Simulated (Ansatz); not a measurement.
# Lu3Au: relaxing a made-up structure

Starting from a made-up structure for Lu3Au, the aim is the relaxed cell, its shortest contacts and, where a second run follows, its electronic structure.

Method: DFT, PBE, plane-wave PAW, files of the set soft_1, scalar-relativistic, no spin, cell and ions relaxed at zero pressure; PAW set soft_1, in the first sound run; inputs show where later runs differ, in Ansatz 0.2.0.

## Step 1: Starting point

Symmetry: I4/mmm, No. 139, tetragonal system. Conventional cell: a = 4.536 Å, b = 4.536 Å, c = 9.372 Å, α = 90.00°, β = 90.00°, γ = 90.00°. Nearest to Au lie 12 Lu at 3.21 to 3.26 Å. Nearest to Lu lie 4 Au at 3.21 Å and 8 Lu at 3.26 Å. Lu has 8 Lu at 3.21 to 3.26 Å and 4 Au at 3.26 Å nearest. Farther neighbours are not listed.

## Step 2: Relaxing cell and atoms

The guess takes its coordinates from another compound and its volume from a rule, so the cell and any free coordinates are relaxed together.

The input, input.yaml:

```yaml
crystal:
  lattice:
    - [-2.268, 2.268, 4.686]
    - [2.268, -2.268, 4.686]
    - [2.268, 2.268, -4.686]
  atoms:
    - { symbol: Au, position: [0.0, 0.0, 0.0] }
    - { symbol: Lu, position: [0.5, 0.5, 0.0] }
    - { symbol: Lu, position: [0.25, 0.75, 0.5] }
    - { symbol: Lu, position: [0.75, 0.25, 0.5] }
kpoints:
  mp_grid: { grid: [8, 8, 8] }
scf:
  occupations: { method: fermi_dirac, width: 0.05 }
hamiltonian:
  xc: pbe
  pseudopotentials: { kind: paw, azcp: { folder: soft_1 } }
relax:
  f_tol: 0.015
  max_steps: 70
  cell: {}
output:
  forces: true
  stress: true
```

On the command line:

```
$ ansatz run input.yaml --threads 4 --pin off --max-ram 8192MiB --backend cpu --events-out ev --progress --plain --runs-dir out
```

Numbers of over 12 decimals in the logs are rounded to 6 here.

What it wrote:

```text
Engine: ansatz 0.2.0, x86_64-unknown-linux-gnu
Pseudopotentials: kind: paw
Pseudopotential: Au, paw, valence charge 19, recommended cutoff 420 eV (normal), soft_1/Au.paw.azcp
Pseudopotential: Lu, paw, valence charge 25, recommended cutoff 420 eV (normal), soft_1/Lu.paw.azcp
Functional definition: PBE
  parameter kappa = 0.804
  parameter beta = 0.066725
  exchange = pbe_x(kappa = kappa, mu = beta*pi^2/3)
  correlation = pbe_c(beta = beta)
Crystal: 4 atoms, lattice volume = 96.416 Å³
Basis set: ecut = 420 eV, 1911 PW (Γ), exchange–correlation on 80×80×80 points (8 copies of the dense FFT grid, shifted against one another)
Bands: 57, of which v1, the nominal top of the filled ones, is band 47 counted from 1 (46 counted from 0)
Symmetry: 16 space group operations
Space group: I4/mmm (ITA 139), of the structure as read, at distance tolerance 4.6e-5 Å
k-points: 59 of 512
Non-local potential: Au, projectors of the file, l = 0: 3, l = 1: 2, l = 2: 2, l = 3: 1
Non-local potential: Lu, projectors of the file, l = 0: 3, l = 1: 2, l = 2: 2, l = 3: 3
PAW form: soft (Blöchl's): semilocal exchange-correlation on the pseudo side does not see the compensation charge
PAW one-centre angular grid: Au, 590 points (default); XC on 64 Gauss nodes
PAW one-centre angular grid: Lu, 590 points (default); XC on 64 Gauss nodes
Initial density: superposition of atomic densities (chi_scale 0.1, normalization cell, long waves kept (reshape's long-wave potential 0.00 eV rms))
Initial wavefunctions: pseudopotential atomic-orbital guess
Functional: x = pbe(κ = 0.804, μ = 0.219515), c = pbe(β = 0.066725)
SCF iter   1: F=—  HF=-57397.582277 eV  |F-HF|=—  |Δ(HF+E_count)|=         —  Δρ=4.47e-1  dr2=5.00e2  ethr=3.10e-3  ⟨swp⟩=5.9  Hψ=14858  notcnv=0  defer=5
preconditioner: auto → Kerker (q_TF=auto, 2.717 Å⁻¹)  [metal: Δε(μ)=0.005 eV  Ē_g=14.257 eV  σ=0.050 eV  W_gap=0.02  n_scr=32 (ndim 8)  ℏωp=33.8 eV  f_vac=0.000  D(μ)=5.07/eV (n_scr^D=44)]
SCF iter   2: F=—  HF=-57354.477331 eV  |F-HF|=—  |Δ(HF+E_count)|=    4.31e1  Δρ=1.18e-1  dr2=1.61e1  ethr=3.10e-3  ⟨swp⟩=6.5  Hψ=13327  notcnv=0  defer=125
SCF iter   3: F=—  HF=-57351.900180 eV  |F-HF|=—  |Δ(HF+E_count)|=    2.58e0  Δρ=6.07e-2  dr2=4.32e0  ethr=3.10e-3  ⟨swp⟩=4.4  Hψ=9911  notcnv=0  defer=117
SCF iter   4: F=—  HF=-57351.614149 eV  |F-HF|=—  |Δ(HF+E_count)|=   2.86e-1  Δρ=2.63e-2  dr2=9.87e-1  ethr=3.10e-3  ⟨swp⟩=3.7  Hψ=9742  notcnv=0  defer=119
SCF iter   5: F=—  HF=-57351.381654 eV  |F-HF|=—  |Δ(HF+E_count)|=   2.32e-1  Δρ=7.28e-3  dr2=7.41e-2  ethr=1.05e-3  ⟨swp⟩=4.0  Hψ=7736  notcnv=0  defer=120
SCF iter   6: F=—  HF=-57351.384556 eV  |F-HF|=—  |Δ(HF+E_count)|=   2.90e-3  Δρ=5.26e-3  dr2=4.00e-2  ethr=7.88e-5  ⟨swp⟩=3.8  Hψ=9887  notcnv=0  defer=120
SCF iter   7: F=—  HF=-57351.376293 eV  |F-HF|=—  |Δ(HF+E_count)|=   8.26e-3  Δρ=1.73e-3  dr2=2.45e-3  ethr=4.26e-5  ⟨swp⟩=3.2  Hψ=8497  notcnv=0  defer=118
SCF iter   8: F=—  HF=-57351.374713 eV  |F-HF|=—  |Δ(HF+E_count)|=   1.58e-3  Δρ=7.41e-4  dr2=6.27e-4  ethr=2.61e-6  ⟨swp⟩=3.2  Hψ=8326  notcnv=0  defer=118
SCF iter   9: F=—  HF=-57351.374767 eV  |F-HF|=—  |Δ(HF+E_count)|=   5.38e-5  Δρ=5.29e-4  dr2=3.77e-4  ethr=6.67e-7  ⟨swp⟩=3.0  Hψ=7990  notcnv=0  defer=118
SCF iter  10: F=—  HF=-57351.374691 eV  |F-HF|=—  |Δ(HF+E_count)|=   7.60e-5  Δρ=1.83e-4  dr2=5.16e-5  ethr=4.01e-7  ⟨swp⟩=2.1  Hψ=5938  notcnv=0  defer=118
SCF iter  11: F=—  HF=-57351.374682 eV  |F-HF|=—  |Δ(HF+E_count)|=   9.56e-6  Δρ=3.51e-5  dr2=1.81e-6  ethr=5.49e-8  ⟨swp⟩=2.8  Hψ=7110  notcnv=0  defer=118
SCF iter  12: F=-57351.374681 eV  HF=-57351.374681 eV  |F-HF|=1.70e-8  |Δ(HF+E_count)|=   2.65e-7  Δρ=8.39e-6  dr2=6.96e-8  ethr=1.06e-10  ⟨swp⟩=6.9  Hψ=23983  notcnv=0
SCF 1 converged in 12 iterations: F = -57351.374681 eV  dr2 = 6.96e-8
  greatest PAW one-centre occupation: 1.000 electrons in one spin orbital (limit 2), on the Au atom at site 0 (counted from 0), in its partial waves of l = 0
relax step   1: F+E_penalty+E_count = -57351.37468122 eV  Δ(F+E_penalty+E_count) = +0.000e0 eV  max|allowed force component| = 1.041e-17 eV/Å  Δτ_max = 0.0000 Å  P = +1.273 GPa  Ω = 96.416 Å³  (12 SCF iters, dr2 threshold 1.00e-7 eV, accepted)
Crystal: 4 atoms, lattice volume = 99.468 Å³
Basis set: ecut = 420 eV, 1959 PW (Γ), exchange–correlation on 80×80×80 points (8 copies of the dense FFT grid, shifted against one another)
Initial density: handed on by an earlier stage of this run
Initial wavefunctions: those handed on with the density
iter 1 solved again at ethr=1.28e-4 eV; its pass at ethr=3.10e-3 eV (dr2=1.21e-1 eV) is discarded
SCF iter   1: F=—  HF=-57351.407470 eV  |F-HF|=—  |Δ(HF+E_count)|=         —  Δρ=6.95e-3  dr2=1.22e-1  ethr=1.28e-4  ⟨swp⟩=2.8  Hψ=21997  notcnv=0
preconditioner: auto → Kerker (q_TF=auto, 2.703 Å⁻¹)  [metal: Δε(μ)=0.002 eV  Ē_g=12.038 eV  σ=0.050 eV  W_gap=0.01  n_scr=32 (ndim 8)  ℏωp=33.3 eV  f_vac=0.000  D(μ)=4.94/eV (n_scr^D=36)]
SCF iter   2: F=—  HF=-57351.385492 eV  |F-HF|=—  |Δ(HF+E_count)|=   2.20e-2  Δρ=2.47e-3  dr2=1.79e-2  ethr=1.28e-4  ⟨swp⟩=2.1  Hψ=4659  notcnv=0
SCF iter   3: F=—  HF=-57351.382310 eV  |F-HF|=—  |Δ(HF+E_count)|=   3.18e-3  Δρ=1.18e-3  dr2=1.71e-3  ethr=1.91e-5  ⟨swp⟩=2.0  Hψ=5808  notcnv=0  defer=6
SCF iter   4: F=—  HF=-57351.382301 eV  |F-HF|=—  |Δ(HF+E_count)|=   9.06e-6  Δρ=6.50e-4  dr2=2.95e-4  ethr=1.82e-6  ⟨swp⟩=3.0  Hψ=8211  notcnv=0  defer=6
SCF iter   5: F=—  HF=-57351.381932 eV  |F-HF|=—  |Δ(HF+E_count)|=   3.69e-4  Δρ=1.71e-4  dr2=3.23e-5  ethr=3.14e-7  ⟨swp⟩=4.1  Hψ=8299  notcnv=0  defer=6
SCF iter   6: F=—  HF=-57351.381935 eV  |F-HF|=—  |Δ(HF+E_count)|=   2.72e-6  Δρ=1.50e-4  dr2=2.25e-5  ethr=3.44e-8  ⟨swp⟩=3.2  Hψ=8483  notcnv=0  defer=6
SCF iter   7: F=—  HF=-57351.381929 eV  |F-HF|=—  |Δ(HF+E_count)|=   5.70e-6  Δρ=2.36e-5  dr2=3.64e-7  ethr=4.26e-10  ⟨swp⟩=7.1  Hψ=25877  notcnv=0
SCF iter   8: F=—  HF=-57351.381929 eV  |F-HF|=—  |Δ(HF+E_count)|=   1.08e-7  Δρ=1.42e-5  dr2=2.18e-7  ethr=3.87e-10  ⟨swp⟩=7.8  Hψ=19909  notcnv=0
SCF iter   9: F=-57351.381929 eV  HF=-57351.381929 eV  |F-HF|=9.38e-8  |Δ(HF+E_count)|=   9.53e-8  Δρ=7.38e-6  dr2=5.92e-8  ethr=2.32e-10  ⟨swp⟩=6.8  Hψ=16313  notcnv=0
SCF 2 converged in 9 iterations: F = -57351.381929 eV  dr2 = 5.92e-8
relax step   2: F+E_penalty+E_count = -57351.38192878 eV  Δ(F+E_penalty+E_count) = -7.248e-3 eV  max|allowed force component| = 3.469e-18 eV/Å  Δτ_max = 0.0000 Å  P = -0.583 GPa  Ω = 99.468 Å³  energy of the carried Pulay correction = -1.208e-3 eV  (9 SCF iters, dr2 threshold 4.00e-7 eV, accepted)
Crystal: 4 atoms, lattice volume = 98.701 Å³
Basis set: ecut = 420 eV, 1927 PW (Γ), exchange–correlation on 80×80×80 points (8 copies of the dense FFT grid, shifted against one another)
iter 1 solved again at ethr=1.21e-5 eV; its pass at ethr=3.10e-3 eV (dr2=1.14e-2 eV) is discarded
SCF iter   1: F=—  HF=-57351.387630 eV  |F-HF|=—  |Δ(HF+E_count)|=         —  Δρ=1.95e-3  dr2=1.17e-2  ethr=1.21e-5  ⟨swp⟩=3.4  Hψ=19164  notcnv=0
preconditioner: auto → Kerker (q_TF=auto, 2.706 Å⁻¹)  [metal: Δε(μ)=0.012 eV  Ē_g=12.036 eV  σ=0.050 eV  W_gap=0.06  n_scr=32 (ndim 8)  ℏωp=33.4 eV  f_vac=0.000  D(μ)=5.43/eV (n_scr^D=44)]
SCF iter   2: F=—  HF=-57351.385746 eV  |F-HF|=—  |Δ(HF+E_count)|=   1.88e-3  Δρ=7.75e-4  dr2=2.31e-3  ethr=1.21e-5  ⟨swp⟩=2.0  Hψ=3682  notcnv=0
SCF iter   3: F=—  HF=-57351.385444 eV  |F-HF|=—  |Δ(HF+E_count)|=   3.02e-4  Δρ=3.55e-4  dr2=1.62e-4  ethr=2.46e-6  ⟨swp⟩=2.1  Hψ=5453  notcnv=0
SCF iter   4: F=—  HF=-57351.385470 eV  |F-HF|=—  |Δ(HF+E_count)|=   2.66e-5  Δρ=2.92e-4  dr2=6.83e-5  ethr=1.72e-7  ⟨swp⟩=3.1  Hψ=8769  notcnv=0
SCF iter   5: F=—  HF=-57351.385391 eV  |F-HF|=—  |Δ(HF+E_count)|=   7.93e-5  Δρ=7.68e-5  dr2=1.27e-5  ethr=7.26e-8  ⟨swp⟩=4.2  Hψ=8634  notcnv=0
SCF iter   6: F=—  HF=-57351.385388 eV  |F-HF|=—  |Δ(HF+E_count)|=   3.26e-6  Δρ=3.82e-5  dr2=2.14e-6  ethr=1.35e-8  ⟨swp⟩=3.2  Hψ=7499  notcnv=0
SCF iter   7: F=-57351.385387 eV  HF=-57351.385387 eV  |F-HF|=3.01e-7  |Δ(HF+E_count)|=   3.46e-7  Δρ=1.14e-5  dr2=9.22e-8  ethr=4.26e-10  ⟨swp⟩=7.9  Hψ=21150  notcnv=0
SCF 3 converged in 7 iterations: F = -57351.385387 eV  dr2 = 9.22e-8
relax step   3: F+E_penalty+E_count = -57351.38538707 eV  Δ(F+E_penalty+E_count) = -3.458e-3 eV  max|allowed force component| = 3.155e-30 eV/Å  Δτ_max = 0.0000 Å  P = -0.122 GPa  Ω = 98.701 Å³  energy of the carried Pulay correction = -9.036e-4 eV  (7 SCF iters, dr2 threshold 4.00e-7 eV, accepted)
[...]
relax step   4: F+E_penalty+E_count = -57351.38879517 eV  Δ(F+E_penalty+E_count) = -3.408e-3 eV  max|allowed force component| = 8.240e-18 eV/Å  Δτ_max = 0.0000 Å  P = +0.235 GPa  Ω = 98.199 Å³  energy of the carried Pulay correction = -6.976e-4 eV  (9 SCF iters, dr2 threshold 2.36e-7 eV, accepted)
[...]
relax step   5: F+E_penalty+E_count = -57351.39343630 eV  Δ(F+E_penalty+E_count) = -4.641e-3 eV  max|allowed force component| = 2.602e-18 eV/Å  Δτ_max = 0.0000 Å  P = +0.525 GPa  Ω = 97.980 Å³  energy of the carried Pulay correction = -5.933e-4 eV  (8 SCF iters, dr2 threshold 4.00e-7 eV, accepted)
[...]
relax step   6: F+E_penalty+E_count = -57351.39787196 eV  Δ(F+E_penalty+E_count) = -4.436e-3 eV  max|allowed force component| = 1.301e-18 eV/Å  Δτ_max = 0.0000 Å  P = +0.233 GPa  Ω = 98.917 Å³  energy of the carried Pulay correction = -9.391e-4 eV  (9 SCF iters, dr2 threshold 4.00e-7 eV, accepted)
[...]
relax step   7: F+E_penalty+E_count = -57351.39806178 eV  Δ(F+E_penalty+E_count) = -1.898e-4 eV  max|allowed force component| = 1.952e-18 eV/Å  Δτ_max = 0.0000 Å  P = -0.021 GPa  Ω = 99.301 Å³  energy of the carried Pulay correction = -1.092e-3 eV  (8 SCF iters, dr2 threshold 1.80e-7 eV, accepted)
Initial wavefunctions: pseudopotential atomic-orbital guess (no wavefunctions were taken with the density)
iter 1 solved again at ethr=3.90e-8 eV; its pass at ethr=3.10e-3 eV (dr2=3.67e-5 eV) is discarded
SCF iter   1: F=—  HF=-57351.397262 eV  |F-HF|=—  |Δ(HF+E_count)|=         —  Δρ=8.95e-4  dr2=2.09e-5  ethr=3.90e-8  ⟨swp⟩=5.4  Hψ=30772  notcnv=0
preconditioner: auto → Kerker (q_TF=auto, 2.703 Å⁻¹)  [metal: Δε(μ)=0.006 eV  Ē_g=12.073 eV  σ=0.050 eV  W_gap=0.03  n_scr=32 (ndim 8)  ℏωp=33.3 eV  f_vac=0.000  D(μ)=6.14/eV (n_scr^D=68)]
SCF iter   2: F=—  HF=-57351.399378 eV  |F-HF|=—  |Δ(HF+E_count)|=   2.12e-3  Δρ=4.56e-4  dr2=5.67e-6  ethr=2.22e-8  ⟨swp⟩=2.5  Hψ=6472  notcnv=0
SCF iter   3: F=—  HF=-57351.399989 eV  |F-HF|=—  |Δ(HF+E_count)|=   6.11e-4  Δρ=1.77e-4  dr2=1.21e-6  ethr=6.03e-9  ⟨swp⟩=3.4  Hψ=8142  notcnv=0
SCF iter   4: F=—  HF=-57351.400092 eV  |F-HF|=—  |Δ(HF+E_count)|=   1.03e-4  Δρ=1.29e-5  dr2=4.68e-8  ethr=1.29e-9  ⟨swp⟩=3.1  Hψ=7091  notcnv=0
SCF iter   5: F=—  HF=-57351.400092 eV  |F-HF|=—  |Δ(HF+E_count)|=   3.64e-9  Δρ=3.13e-6  dr2=8.94e-9  ethr=4.98e-11  ⟨swp⟩=3.4  Hψ=8800  notcnv=0
SCF iter   6: F=—  HF=-57351.400092 eV  |F-HF|=—  |Δ(HF+E_count)|=  2.76e-10  Δρ=1.63e-6  dr2=2.68e-9  ethr=9.51e-12  ⟨swp⟩=3.5  Hψ=8648  notcnv=0
SCF iter   7: F=—  HF=-57351.400092 eV  |F-HF|=—  |Δ(HF+E_count)|=   1.50e-9  Δρ=1.02e-6  dr2=1.05e-9  ethr=2.85e-12  ⟨swp⟩=3.0  Hψ=7339  notcnv=0
SCF iter   8: F=—  HF=-57351.400092 eV  |F-HF|=—  |Δ(HF+E_count)|=  3.57e-10  Δρ=4.04e-7  dr2=1.77e-10  ethr=1.11e-12  ⟨swp⟩=2.0  Hψ=6015  notcnv=0
SCF iter   9: F=-57351.400092 eV  HF=-57351.400092 eV  |F-HF|=1.46e-11  |Δ(HF+E_count)|=  7.28e-12  Δρ=9.23e-8  dr2=7.42e-12  ethr=1.00e-12  ⟨swp⟩=7.1  Hψ=19967  notcnv=0
SCF 8 converged in 9 iterations: F = -57351.400092 eV  dr2 = 7.42e-12
relax step   8: F+E_penalty+E_count = -57351.40009236 eV  Δ(F+E_penalty+E_count) = -2.031e-3 eV  max|allowed force component| = 1.301e-18 eV/Å  Δτ_max = 0.0000 Å  P = -0.017 GPa  Ω = 99.301 Å³  stress off target by 3.01e-2 GPa  SCF on the basis re-selected at this cell (its energy is not comparable with the rows above)  (9 SCF iters)
basis re-selected at this cell: Δ(F+E_penalty+E_count) = -2.031e-3 eV, ΔP = +0.004 GPa vs the last step (what re-selecting the basis moved, of the pressure what is left beyond the Pulay correction that the steps carried, after the strain that the cell walked since its last selection, with what the two solves' SCF thresholds leave and, on support functions, any second-order correction that the steps lacked; it is no m [...]
SCF converged after 9 iterations
Free energy (F): -57351.400092 eV
Harris-Foulkes:  -57351.400092 eV  (|F-HF|=1.46e-11)
Internal energy: -57351.350213 eV  (E = F + TS)
E sigma→0 (E₀):  -57351.375153 eV
Entropy (-TS):   -0.049880 eV (-12.470 meV/atom)
Fermi energy:    15.772320 eV
--- Per-component energies (eV) ---
  E_band       = -173.932640
  E_kinetic    = 1830.173904
  E_local      = -21754.344948  (includes V_loc(G=0)·N_el)
  E_nonlocal   = 2133.932516
  E_hartree    = 9095.731120
  E_xc         = -839.792149
  E_vxc        = -1021.097198  (∫ρ·V_xc dr)
  E_paw        = -31986.156407  (= ΣΔE_a)
  E_vpaw       = 445.939251  (= ΣTr[D̂ρ^β])
  E_aug_tail   = 0.001572  (compensation charges beyond the density's cutoff)
  E_ewald      = -15830.895822
  E_smearing   = -0.049880  (= −TS)
  E_closure    = -0.000000  (closes the sum)
  Σ components = -57351.400092   (vs F -57351.400092, Δ=0.00e0)
--- Forces (eV/Å), atoms counted from 1 ---
  atom   1  Au    -0.00000000     0.00000000     0.00000000
  atom   2  Lu    -0.00000000     0.00000000     0.00000000
  atom   3  Lu     0.00000000     0.00000000     0.00000000
  atom   4  Lu    -0.00000000     0.00000000     0.00000000
  max |Σ_I F_I| component: 1.73e-18 eV/Å
--- Stress (GPa, compression-positive) ---
       -0.030125       0.000000       0.000000
        0.000000      -0.030125      -0.000000
        0.000000       0.000000       0.008884
  P = ⅓ Tr σ = -0.0171 GPa (-0.171 kbar)
--- Relaxed structure (7 steps of the walk, 7 accepted, 1 SCFs on fresh bases) ---
  F+E_penalty+E_count = -57351.40009236 eV   max|allowed force component| = 1.301e-18 eV/Å   (the final SCF, on the basis selected at the relaxed cell)
  cell:  # Å, volume = 99.3014 Å³
    - [-2.207251, 2.207251, 5.095562]
    - [2.207251, -2.207251, 5.095562]
    - [2.207251, 2.207251, -5.095562]
  atoms:
    - { symbol: Au, position: [0, 0, 0] }
    - { symbol: Lu, position: [0.500000, 0.500000, 0] }
    - { symbol: Lu, position: [0.250000, 0.750000, 0.500000] }
    - { symbol: Lu, position: [0.750000, 0.250000, 0.500000] }
```

Run time: 37 s. Hardware: 4 threads of Intel Xeon Platinum 8375C at 2.90GHz (Ice Lake), shared host; peak memory 0.71 GiB.

Relaxation path:

```tsv
step	energy less that of the first step (eV)	largest force component (eV/Å)	pressure (GPa)	volume (Å³)
1	0.0000	0.0000	1.27	96.42
2	-0.0072	0.0000	-0.58	99.47
3	-0.0107	0.0000	-0.12	98.70
4	-0.0141	0.0000	0.24	98.20
5	-0.0188	0.0000	0.52	97.98
6	-0.0232	0.0000	0.23	98.92
7	-0.0234	0.0000	-0.02	99.30
8*	-0.0254	0.0000	-0.02	99.30
```

Relaxation steps marked * repeat the geometry before them on a plane-wave basis chosen anew for their cell, so energy and pressure can jump there.

The run keeps the 16 symmetry operations that it works with, so distortions that break them were not tested.

```tsv
conventional cell, symmetrised	before	after	change
a (Å)	4.536	4.415	-2.7 %
b (Å)	4.536	4.415	-2.7 %
c (Å)	9.372	10.191	+8.7 %
volume (Å³/atom)	24.10	24.83	+3.0 %
```

This step gave:

| Quantity | Value |
| --- | --- |
| free energy | -57351.4001 eV |
| energy at zero smearing | -57351.3752 eV |
| smearing term TS | 0.04988 eV |
| Fermi energy | 15.77 eV |
| electrons | 94 |
| symmetry operations | 16 |
| pressure | -0.01712 GPa |

The shortest distance of each pair, which need not be the same contact before and after:

```tsv
pair	guess (Å)	relaxed (Å)
Lu–Lu	3.207	3.122
Au–Lu	3.207	3.122
Au–Au	4.536	4.415
```

The relaxation ends with a pressure of -0.02 GPa.

[end of part 1 of 2]

[Logs are printed without paths, hosts, clocks, repeated set-up lines and the standing remarks that a program may print on its own settings, such as how far it seeks lower states.]

[Hosts, paths, dates, database ids (printed as entryN), source tags and the programs' standing remarks are cut or masked in the printed files.]
